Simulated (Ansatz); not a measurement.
## P on Ta(110): change of the work function

Wanted: Δφ(θ) for P/Ta(110), starting from the hollow site.

Method: plane-wave DFT, PBE, Ansatz PAW, in Ansatz 0.2.0.

**1. Starting point**

The cell holds 4 atoms: 4 Ta. Cell: a = 2.867 Å, b = 2.867 Å, c = 25.022 Å, α = 90.0°, β = 90.0°, γ = 70.5°. Vacuum lies along c.

**2. The clean slab**

The bare slab comes first, as the zero from which every change is counted. The two lowest layers are held at bulk places and the upper ones relax. The dipole correction removes the false field that a one-sided slab makes across the periodic vacuum, so each face gets a flat vacuum level of its own.

The input, input.yaml:

```yaml
crystal:
  lattice:
    - [2.3405234457, -1.655, 0.0]
    - [2.3405234457, 1.655, 0.0]
    - [0.0, 0.0, 25.0215703372]
  atoms:
    - { symbol: Ta, position: [0.0, 0.0, 0.3596896549] }
    - { symbol: Ta, position: [0.5, 0.5, 0.453229885] }
    - { symbol: Ta, position: [0.0, 0.0, 0.546770115] }
    - { symbol: Ta, position: [0.5, 0.5, 0.6403103451] }
kpoints:
  mp_grid: { grid: [12, 12, 1] }
hamiltonian:
  xc: pbe
scf:
  occupations: { method: fermi_dirac, width: 0.1 }
  convergence: { dr2_threshold: 1.0e-08 }
efield:
  axis: 3
  dipole_correction: true
  ramp_position: 0.97
  ramp_width: 0.06
relax:
  f_tol: 0.02
  max_steps: 60
  constraints: [{ sites: [0, 1] }]
output:
  write_potential: true
  write_density: true
  volumetric_format: npy
```

On the command line:

```console
ansatz run input.yaml --threads 4 --pin off --max-ram 16384MiB --backend cpu --events-out ev --progress --plain --runs-dir out
```

Numbers of over 12 decimals in the logs are rounded to 6 here.

Log:

```text
Engine: ansatz 0.2.0, aarch64-unknown-linux-gnu
Pseudopotentials: kind: paw
Pseudopotential: Ta, paw, valence charge 13, recommended cutoff 420 eV (normal), Ta.paw.azcp
Functional definition: PBE
  parameter kappa = 0.804
  parameter beta = 0.066725
  exchange = pbe_x(kappa = kappa, mu = beta*pi^2/3)
  correlation = pbe_c(beta = beta)
Crystal: 4 atoms, lattice volume = 193.845 Å³
Basis set: ecut = 420 eV, 3793 PW (Γ), exchange–correlation on 40×40×360 points (8 copies of the dense FFT grid, shifted against one another)
Bands: 32, of which v1, the nominal top of the filled ones, is band 26 counted from 1 (25 counted from 0)
Symmetry: 4 space group operations
k-points: 43 of 144
Non-local potential: Ta, projectors of the file, l = 0: 3, l = 1: 2, l = 2: 2, l = 3: 1
PAW form: soft (Blöchl's): semilocal exchange-correlation on the pseudo side does not see the compensation charge
PAW one-centre angular grid: Ta, 590 points (default); XC on 64 Gauss nodes
Initial density: superposition of atomic densities (neutral atoms: chi_scale 0, normalization atom), corrected by the library's trained network
Initial wavefunctions: pseudopotential atomic-orbital guess
Functional: x = pbe(κ = 0.804, μ = 0.219515), c = pbe(β = 0.066725)
SCF iter   1: F=—  HF=-39726.805781 eV  |F-HF|=—  |Δ(HF+E_count)|=         —  Δρ=5.76e-3  dr2=1.31e0  ethr=1.77e-3  p=0.000 e·Å  D=2.87e-15 V/Å  ΔV_dip=-0.00 eV  dr2_dipole=3.97e-7  V_vac-E_F(+/−)=4.99/4.99 eV  ⟨swp⟩=7.2  Hψ=6700  notcnv=0
efield: sawtooth ramp at fractional position 0.9700 (set: `efield.ramp_position`, or a place that a band, a saddle search or an elastic batch's reference lends), width 0.0600; the density the first Hamiltonian is built on has a dipole p = 0.000 e·Å; the dipole correction subtracts the counter field D = 2.87e-15 V/Å, which shifts the + side's vacuum level by -0.00 eV against the − side's; the planar-averaged density in the ramp window peaks in size at 1.7e-5 e/Å³
preconditioner: auto → LDOS  [metal: Δε(μ)=0.027 eV  Ē_g=3.845 eV  σ=0.100 eV  W_gap=0.07  n_scr=16 (ndim 8)  ℏωp=11.9 eV  f_vac=0.544  D(μ)=5.69/eV (n_scr^D=18)  β→1.0]
SCF iter   2: F=—  HF=-39726.762829 eV  |F-HF|=—  |Δ(HF+E_count)|=   4.30e-2  Δρ=1.63e-3  dr2=8.36e-3  ethr=1.77e-3  p=0.000 e·Å  D=1.67e-5 V/Å  ΔV_dip=-0.00 eV  dr2_dipole=3.15e-7  V_vac-E_F(+/−)=4.81/4.81 eV  ⟨swp⟩=1.4  Hψ=1741  notcnv=0
SCF iter   3: F=—  HF=-39726.763830 eV  |F-HF|=—  |Δ(HF+E_count)|=   1.00e-3  Δρ=5.10e-4  dr2=2.77e-3  ethr=1.61e-5  p=0.000 e·Å  D=3.06e-6 V/Å  ΔV_dip=-0.00 eV  dr2_dipole=3.35e-9  V_vac-E_F(+/−)=4.83/4.83 eV  ⟨swp⟩=2.9  Hψ=2823  notcnv=0
SCF iter   4: F=—  HF=-39726.763797 eV  |F-HF|=—  |Δ(HF+E_count)|=   3.32e-5  Δρ=1.73e-4  dr2=1.10e-4  ethr=5.34e-6  p=0.000 e·Å  D=2.16e-6 V/Å  ΔV_dip=-0.00 eV  dr2_dipole=4.75e-12  V_vac-E_F(+/−)=4.82/4.82 eV  ⟨swp⟩=2.3  Hψ=2226  notcnv=0
SCF iter   5: F=—  HF=-39726.763802 eV  |F-HF|=—  |Δ(HF+E_count)|=   5.00e-6  Δρ=5.33e-5  dr2=4.45e-6  ethr=2.12e-7  p=0.000 e·Å  D=1.34e-6 V/Å  ΔV_dip=-0.00 eV  dr2_dipole=4.23e-11  V_vac-E_F(+/−)=4.81/4.81 eV  ⟨swp⟩=2.5  Hψ=2216  notcnv=0
SCF iter   6: F=—  HF=-39726.763676 eV  |F-HF|=—  |Δ(HF+E_count)|=   1.25e-4  Δρ=2.05e-5  dr2=1.62e-6  ethr=8.57e-9  p=0.000 e·Å  D=6.97e-7 V/Å  ΔV_dip=-0.00 eV  dr2_dipole=2.92e-13  V_vac-E_F(+/−)=4.81/4.81 eV  ⟨swp⟩=2.7  Hψ=2519  notcnv=0
SCF iter   7: F=—  HF=-39726.763677 eV  |F-HF|=—  |Δ(HF+E_count)|=   4.16e-7  Δρ=5.04e-6  dr2=4.42e-8  ethr=3.12e-9  p=0.000 e·Å  D=3.02e-7 V/Å  ΔV_dip=-0.00 eV  dr2_dipole=1.73e-12  V_vac-E_F(+/−)=4.81/4.81 eV  ⟨swp⟩=2.7  Hψ=2586  notcnv=0
SCF iter   8: F=-39726.763677 eV  HF=-39726.763677 eV  |F-HF|=1.95e-8  |Δ(HF+E_count)|=   7.49e-8  Δρ=1.58e-6  dr2=3.85e-9  ethr=1.92e-11  p=0.000 e·Å  D=1.31e-7 V/Å  ΔV_dip=-0.00 eV  dr2_dipole=1.82e-13  V_vac-E_F(+/−)=4.81/4.81 eV  ⟨swp⟩=10.9  Hψ=10415  notcnv=0
SCF 1 converged in 8 iterations: F = -39726.763677 eV  dr2 = 3.85e-9
  greatest PAW one-centre occupation: 0.999 electrons in one spin orbital (limit 2), on the Ta atom at site 0 (counted from 0), in its partial waves of l = 0
relax step   1: F+E_penalty+E_count = -39726.76367691 eV  Δ(F+E_penalty+E_count) = +0.000e0 eV  max|allowed force component| = 4.148e-1 eV/Å  Δτ_max = 0.0000 Å  (8 SCF iters, accepted)
Initial density: handed on by an earlier stage of this run
Initial wavefunctions: those handed on with the density
iter 1 solved again at ethr=2.39e-3 eV; its pass at ethr=3.10e-3 eV (dr2=1.24e0 eV) is discarded
SCF iter   1: F=—  HF=-39726.839725 eV  |F-HF|=—  |Δ(HF+E_count)|=         —  Δρ=9.90e-3  dr2=1.15e0  ethr=2.39e-3  p=0.000 e·Å  D=1.07e-6 V/Å  ΔV_dip=-0.00 eV  dr2_dipole=5.18e-3  V_vac-E_F(+/−)=4.85/4.85 eV  ⟨swp⟩=1.1  Hψ=5524  notcnv=0
efield: sawtooth ramp at fractional position 0.9700 (set: `efield.ramp_position`, or a place that a band, a saddle search or an elastic batch's reference lends), width 0.0600; the density the first Hamiltonian is built on has a dipole p = 0.000 e·Å; the dipole correction subtracts the counter field D = 1.07e-6 V/Å, which shifts the + side's vacuum level by -0.00 eV against the − side's; the planar-averaged density in the ramp window peaks in size at 9.3e-6 e/Å³
preconditioner: auto → LDOS  [metal: Δε(μ)=0.002 eV  Ē_g=3.957 eV  σ=0.100 eV  W_gap=0.00  n_scr=16 (ndim 8)  ℏωp=11.9 eV  f_vac=0.555  D(μ)=5.52/eV (n_scr^D=18)  β→1.0]
SCF iter   2: F=—  HF=-39726.769057 eV  |F-HF|=—  |Δ(HF+E_count)|=   7.07e-2  Δρ=5.59e-3  dr2=2.66e-1  ethr=2.21e-3  p=0.012 e·Å  D=1.12e-2 V/Å  ΔV_dip=-0.28 eV  dr2_dipole=6.71e-3  V_vac-E_F(+/−)=4.53/4.81 eV  ⟨swp⟩=3.0  Hψ=2184  notcnv=0
SCF iter   3: F=—  HF=-39726.745759 eV  |F-HF|=—  |Δ(HF+E_count)|=   2.33e-2  Δρ=1.82e-3  dr2=2.99e-2  ethr=5.11e-4  p=0.006 e·Å  D=5.53e-3 V/Å  ΔV_dip=-0.14 eV  dr2_dipole=1.11e-3  V_vac-E_F(+/−)=4.69/4.83 eV  ⟨swp⟩=3.1  Hψ=2953  notcnv=0
SCF iter   4: F=—  HF=-39726.742032 eV  |F-HF|=—  |Δ(HF+E_count)|=   3.73e-3  Δρ=4.37e-4  dr2=8.85e-4  ethr=5.74e-5  p=0.006 e·Å  D=5.97e-3 V/Å  ΔV_dip=-0.15 eV  dr2_dipole=2.49e-5  V_vac-E_F(+/−)=4.67/4.82 eV  ⟨swp⟩=2.3  Hψ=2120  notcnv=0
SCF iter   5: F=—  HF=-39726.742227 eV  |F-HF|=—  |Δ(HF+E_count)|=   1.95e-4  Δρ=1.46e-4  dr2=1.02e-4  ethr=1.70e-6  p=0.006 e·Å  D=5.82e-3 V/Å  ΔV_dip=-0.15 eV  dr2_dipole=1.05e-5  V_vac-E_F(+/−)=4.68/4.82 eV  ⟨swp⟩=2.2  Hψ=2050  notcnv=0
SCF iter   6: F=—  HF=-39726.742256 eV  |F-HF|=—  |Δ(HF+E_count)|=   2.93e-5  Δρ=4.66e-5  dr2=2.46e-5  ethr=1.96e-7  p=0.006 e·Å  D=5.53e-3 V/Å  ΔV_dip=-0.14 eV  dr2_dipole=6.35e-6  V_vac-E_F(+/−)=4.68/4.82 eV  ⟨swp⟩=2.4  Hψ=2107  notcnv=0
SCF iter   7: F=—  HF=-39726.742246 eV  |F-HF|=—  |Δ(HF+E_count)|=   1.02e-5  Δρ=1.66e-5  dr2=2.34e-6  ethr=4.72e-8  p=0.006 e·Å  D=5.42e-3 V/Å  ΔV_dip=-0.14 eV  dr2_dipole=1.74e-8  V_vac-E_F(+/−)=4.69/4.82 eV  ⟨swp⟩=2.3  Hψ=1764  notcnv=0
SCF iter   8: F=—  HF=-39726.742124 eV  |F-HF|=—  |Δ(HF+E_count)|=   1.22e-4  Δρ=4.53e-6  dr2=6.34e-8  ethr=4.51e-9  p=0.006 e·Å  D=5.34e-3 V/Å  ΔV_dip=-0.13 eV  dr2_dipole=2.64e-9  V_vac-E_F(+/−)=4.69/4.82 eV  ⟨swp⟩=2.0  Hψ=1815  notcnv=0
SCF iter   9: F=—  HF=-39726.742124 eV  |F-HF|=—  |Δ(HF+E_count)|=   6.07e-8  Δρ=1.58e-6  dr2=1.93e-8  ethr=1.92e-11  p=0.006 e·Å  D=5.32e-3 V/Å  ΔV_dip=-0.13 eV  dr2_dipole=5.06e-9  V_vac-E_F(+/−)=4.69/4.82 eV  ⟨swp⟩=11.3  Hψ=10973  notcnv=0
SCF iter  10: F=-39726.742124 eV  HF=-39726.742124 eV  |F-HF|=1.79e-9  |Δ(HF+E_count)|=   1.34e-8  Δρ=5.81e-7  dr2=1.34e-9  ethr=1.92e-11  p=0.006 e·Å  D=5.31e-3 V/Å  ΔV_dip=-0.13 eV  dr2_dipole=4.40e-10  V_vac-E_F(+/−)=4.69/4.82 eV  ⟨swp⟩=10.0  Hψ=9405  notcnv=0
SCF 2 converged in 10 iterations: F = -39726.742124 eV  dr2 = 1.34e-9
  greatest PAW one-centre occupation: 1.000 electrons in one spin orbital (limit 2), on the Ta atom at site 3 (counted from 0), in its partial waves of l = 0
relax step   2: F+E_penalty+E_count = -39726.74212442 eV  Δ(F+E_penalty+E_count) = +2.155e-2 eV  max|allowed force component| = 7.793e-1 eV/Å  Δτ_max = 0.1926 Å  (10 SCF iters, rejected (line search))
iter 1 solved again at ethr=8.38e-4 eV; its pass at ethr=3.10e-3 eV (dr2=4.36e-1 eV) is discarded
SCF iter   1: F=—  HF=-39726.815846 eV  |F-HF|=—  |Δ(HF+E_count)|=         —  Δρ=5.63e-3  dr2=4.24e-1  ethr=8.38e-4  p=0.006 e·Å  D=5.31e-3 V/Å  ΔV_dip=-0.13 eV  dr2_dipole=4.73e-3  V_vac-E_F(+/−)=4.67/4.80 eV  ⟨swp⟩=1.2  Hψ=4821  notcnv=0
efield: sawtooth ramp at fractional position 0.9700 (set: `efield.ramp_position`, or a place that a band, a saddle search or an elastic batch's reference lends), width 0.0600; the density the first Hamiltonian is built on has a dipole p = 0.006 e·Å; the dipole correction subtracts the counter field D = 5.31e-3 V/Å, which shifts the + side's vacuum level by -0.13 eV against the − side's; the planar-averaged density in the ramp window peaks in size at 5.6e-6 e/Å³
preconditioner: auto → LDOS  [metal: Δε(μ)=0.011 eV  Ē_g=3.847 eV  σ=0.100 eV  W_gap=0.03  n_scr=16 (ndim 8)  ℏωp=11.9 eV  f_vac=0.548  D(μ)=5.97/eV (n_scr^D=30)  β→1.0]
SCF iter   2: F=—  HF=-39726.790129 eV  |F-HF|=—  |Δ(HF+E_count)|=   2.57e-2  Δρ=3.00e-3  dr2=5.27e-2  ethr=8.15e-4  p=-0.002 e·Å  D=-1.66e-3 V/Å  ΔV_dip=0.04 eV  dr2_dipole=2.68e-3  V_vac-E_F(+/−)=4.86/4.82 eV  ⟨swp⟩=2.7  Hψ=2118  notcnv=0
SCF iter   3: F=—  HF=-39726.784849 eV  |F-HF|=—  |Δ(HF+E_count)|=   5.28e-3  Δρ=1.14e-3  dr2=1.41e-2  ethr=1.01e-4  p=0.002 e·Å  D=2.13e-3 V/Å  ΔV_dip=-0.05 eV  dr2_dipole=1.26e-3  V_vac-E_F(+/−)=4.77/4.82 eV  ⟨swp⟩=2.8  Hψ=2591  notcnv=0
SCF iter   4: F=—  HF=-39726.783334 eV  |F-HF|=—  |Δ(HF+E_count)|=   1.52e-3  Δρ=3.41e-4  dr2=1.45e-3  ethr=2.72e-5  p=0.002 e·Å  D=1.77e-3 V/Å  ΔV_dip=-0.04 eV  dr2_dipole=2.49e-4  V_vac-E_F(+/−)=4.77/4.82 eV  ⟨swp⟩=2.0  Hψ=1772  notcnv=0
SCF iter   5: F=—  HF=-39726.783268 eV  |F-HF|=—  |Δ(HF+E_count)|=   6.56e-5  Δρ=1.01e-4  dr2=7.32e-5  ethr=2.78e-6  p=0.002 e·Å  D=1.73e-3 V/Å  ΔV_dip=-0.04 eV  dr2_dipole=4.36e-6  V_vac-E_F(+/−)=4.77/4.82 eV  ⟨swp⟩=2.1  Hψ=1774  notcnv=0
SCF iter   6: F=—  HF=-39726.783249 eV  |F-HF|=—  |Δ(HF+E_count)|=   1.90e-5  Δρ=2.91e-5  dr2=2.16e-6  ethr=1.41e-7  p=0.002 e·Å  D=1.85e-3 V/Å  ΔV_dip=-0.05 eV  dr2_dipole=9.87e-8  V_vac-E_F(+/−)=4.77/4.82 eV  ⟨swp⟩=2.8  Hψ=2503  notcnv=0
SCF iter   7: F=—  HF=-39726.783127 eV  |F-HF|=—  |Δ(HF+E_count)|=   1.22e-4  Δρ=1.01e-5  dr2=3.48e-7  ethr=4.15e-9  p=0.002 e·Å  D=1.92e-3 V/Å  ΔV_dip=-0.05 eV  dr2_dipole=1.11e-8  V_vac-E_F(+/−)=4.77/4.82 eV  ⟨swp⟩=2.3  Hψ=2301  notcnv=0
SCF iter   8: F=—  HF=-39726.783127 eV  |F-HF|=—  |Δ(HF+E_count)|=   2.34e-7  Δρ=2.98e-6  dr2=4.09e-8  ethr=6.70e-10  p=0.002 e·Å  D=1.98e-3 V/Å  ΔV_dip=-0.05 eV  dr2_dipole=1.09e-10  V_vac-E_F(+/−)=4.77/4.82 eV  ⟨swp⟩=2.3  Hψ=2073  notcnv=0
SCF iter   9: F=-39726.783127 eV  HF=-39726.783127 eV  |F-HF|=3.39e-9  |Δ(HF+E_count)|=   3.83e-8  Δρ=1.03e-6  dr2=5.51e-9  ethr=1.92e-11  p=0.002 e·Å  D=1.99e-3 V/Å  ΔV_dip=-0.05 eV  dr2_dipole=6.10e-10  V_vac-E_F(+/−)=4.77/4.82 eV  ⟨swp⟩=10.8  Hψ=10464  notcnv=0
SCF 3 converged in 9 iterations: F = -39726.783127 eV  dr2 = 5.51e-9
relax step   3: F+E_penalty+E_count = -39726.78312741 eV  Δ(F+E_penalty+E_count) = -1.945e-2 eV  max|allowed force component| = 1.779e-2 eV/Å  Δτ_max = 0.0888 Å  (9 SCF iters, accepted)
NSCF: frozen V_eff on 43 k-points
the band table was solved once a step of the walk had ended and its energy, with any forces and stress, was formed, with the checks that follow a solve (7258 applications of the Hamiltonian). They found nothing against the state; the energy, forces and stress were not computed again (output.eigenvalues in the input reference)
WARN: The output density's exchange-correlation potential varies sharply where the density is thin. Do not read a vacuum level from v_tot or v_xc, or from such a field of the output density. On a cell that repeats whose density bears no net charge and no dipole along the vacuum's axis use v_es (v_loc + v_h of the components); under efield.dipole_correction with no amplitude use v_es + v_field, which holds any externa [...]
SCF converged after 9 iterations
Free energy (F): -39726.783127 eV
Harris-Foulkes:  -39726.783127 eV  (|F-HF|=3.39e-9)
Internal energy: -39726.594280 eV  (E = F + TS)
E sigma→0 (E₀):  -39726.688704 eV
Entropy (-TS):   -0.188848 eV (-47.212 meV/atom)
Fermi energy:    4.106388 eV
Dipole field:    D = 0.002028 V/Å  (p = 0.002172 e·Å, saw-weighted, corrected)
Work function:   Φ+ = 4.7668 eV   Φ− = 4.8176 eV
Levels:          The Fermi level and band energies are counted from a zero that moves with the ramp; work functions are not
--- Per-component energies (eV) ---
  E_band       = -1175.816873
  E_kinetic    = 1457.922004
  E_local      = -55624.545187  (includes V_loc(G=0)·N_el)
  E_nonlocal   = 59.651063
  E_hartree    = 27096.646443
  E_xc         = -870.143284
  E_vxc        = -811.251716  (∫ρ·V_xc dr)
  E_paw        = -33585.914433  (= ΣΔE_a)
  E_vpaw       = -450.895849  (= ΣTr[D̂ρ^β])
  E_aug_tail   = 0.000571  (compensation charges beyond the density's cutoff)
  E_efield     = 0.000002  (sawtooth field / dipole correction)
  E_vefield    = 0.002282  (∫n·V_field dr)
  E_ewald      = 21739.788541
  E_smearing   = -0.188848  (= −TS)
  E_closure    = -0.000000  (closes the sum)
  Σ components = -39726.783127   (vs F -39726.783127, Δ=0.00e0)
--- Forces (eV/Å), atoms counted from 1 ---
  atom   1  Ta     0.00000000     0.00000000     0.43128867
  atom   2  Ta     0.00000000     0.00000000    -0.43322402
  atom   3  Ta     0.00000000     0.00000000    -0.01585177
  atom   4  Ta     0.00000000     0.00000000     0.01778526
  max |Σ_I F_I| component: 1.87e-6 eV/Å
--- Band table (eV; the first three rows and the last of 43) ---
  k-point 0: bands = [... 22 lower, 3.5859, 3.8018, 3.9092, 4.4738, 4.5203, 4.6621, 5.1191, 5.3470, ... 2 higher]
  k-point 1: bands = [... 22 lower, 3.5025, 3.7840, 3.9078, 4.2606, 4.4534, 4.7338, 5.0508, 5.2065, ... 2 higher]
  k-point 2: bands = [... 22 lower, 3.3305, 3.6231, 3.8165, 3.9022, 4.1304, 4.4107, 5.2264, 5.4658, ... 2 higher]
  k-point 42: bands = [... 22 lower, 2.9030, 3.3565, 4.2352, 5.6752, 5.9858, 6.4812, 6.5254, 6.5718, ... 2 higher]
--- Relaxed structure (3 steps of the walk, 2 accepted, 0 SCFs on fresh bases) ---
  F+E_penalty+E_count = -39726.78312741 eV   max|allowed force component| = 1.779e-2 eV/Å
  atoms:
    - { symbol: Ta, position: [0.0, 0.0, 0.3596896549] }
    - { symbol: Ta, position: [0.5, 0.5, 0.453230] }
    - { symbol: Ta, position: [0.0, 0.0, 0.546866] }
    - { symbol: Ta, position: [0.5, 0.5, 0.636762] }
```

Wall time 19 s (4 threads of Arm Neoverse V1, shared host); peak memory 0.57 GiB; 74 s of CPU time.

The steps of the relaxation:

```
step  energy less that of the first step (eV)  largest force component (eV/Å)
   1                                   0.0000                          0.4148
   2                                   0.0216                          0.7793
   3                                  -0.0194                          0.0178
```

Relaxation step 2 was tried and not accepted.

Forces are held to the 4 operations that the run works with; a distortion that breaks them can't arise in this run.

The atoms that moved most (Å):

```
atom     dx     dy      dz  length
 Ta4  0.000  0.000  -0.089   0.089
```

This step gave:

| Item | Value |
| --- | --- |
| energy at zero smearing | -39726.6887 eV |
| work function, upper face | 4.767 eV |
| work function, lower face | 4.818 eV |
| dipole along the normal | 0.002172 e·Å |
| step between the vacuum levels | -0.05074 eV |

Running mean over 2.341 Å of the planar mean; the ramp of the sawtooth is left out. The electron's electrostatic potential energy less the Fermi level by z:

```
z (Å)  electron's electrostatic potential energy less the Fermi level (eV)
  3.5                                                                 4.82
  4.0                                                                 4.82
  4.5                                                                 4.81
  5.0                                                                 4.80
  5.5                                                                 4.76
  6.0                                                                 4.62
  6.5                                                                 4.21
  7.0                                                                 2.96
  7.5                                                               -0.234
  8.0                                                                -5.19
  8.5                                                                -8.90
  9.0                                                                -10.1
  9.5                                                                -10.1
 10.0                                                                -10.0
 10.5                                                               -10.00
 11.0                                                                -9.98
 11.5                                                                -9.97
 12.0                                                                -9.96
 12.5                                                                -9.95
 13.0                                                                -9.96
 13.5                                                                -10.0
 14.0                                                                -10.3
 14.5                                                                -10.7
 15.0                                                                -10.9
 15.5                                                                -10.5
 16.0                                                                -10.1
 16.5                                                                -8.57
 17.0                                                                -4.55
 17.5                                                                0.305
 18.0                                                                 3.18
 18.5                                                                 4.25
 19.0                                                                 4.60
 19.5                                                                 4.72
 20.0                                                                 4.75
 20.5                                                                 4.76
 21.0                                                                 4.77
 21.5                                                                 4.77
```

The relaxation took 3 steps and lowered the energy by 0.019 eV; the largest force on the free atoms ends at 0.018 eV/Å.

The work function of the upper face is 4.77 eV.

(Continued in part 2 of 4.)

[Logs are printed without paths, hosts, clocks, repeated set-up lines and the standing remarks that a program may print on its own settings, such as how far it seeks lower states.]

[Hosts, paths, dates, database ids (printed as entryN), source tags and the programs' standing remarks are cut or masked in the printed files.]

[Maps of the electrostatic potential energy from Ansatz leave out the sawtooth potential of an applied field or a dipole correction, so their vacuum need not be flat; planar profiles and work functions include it.]
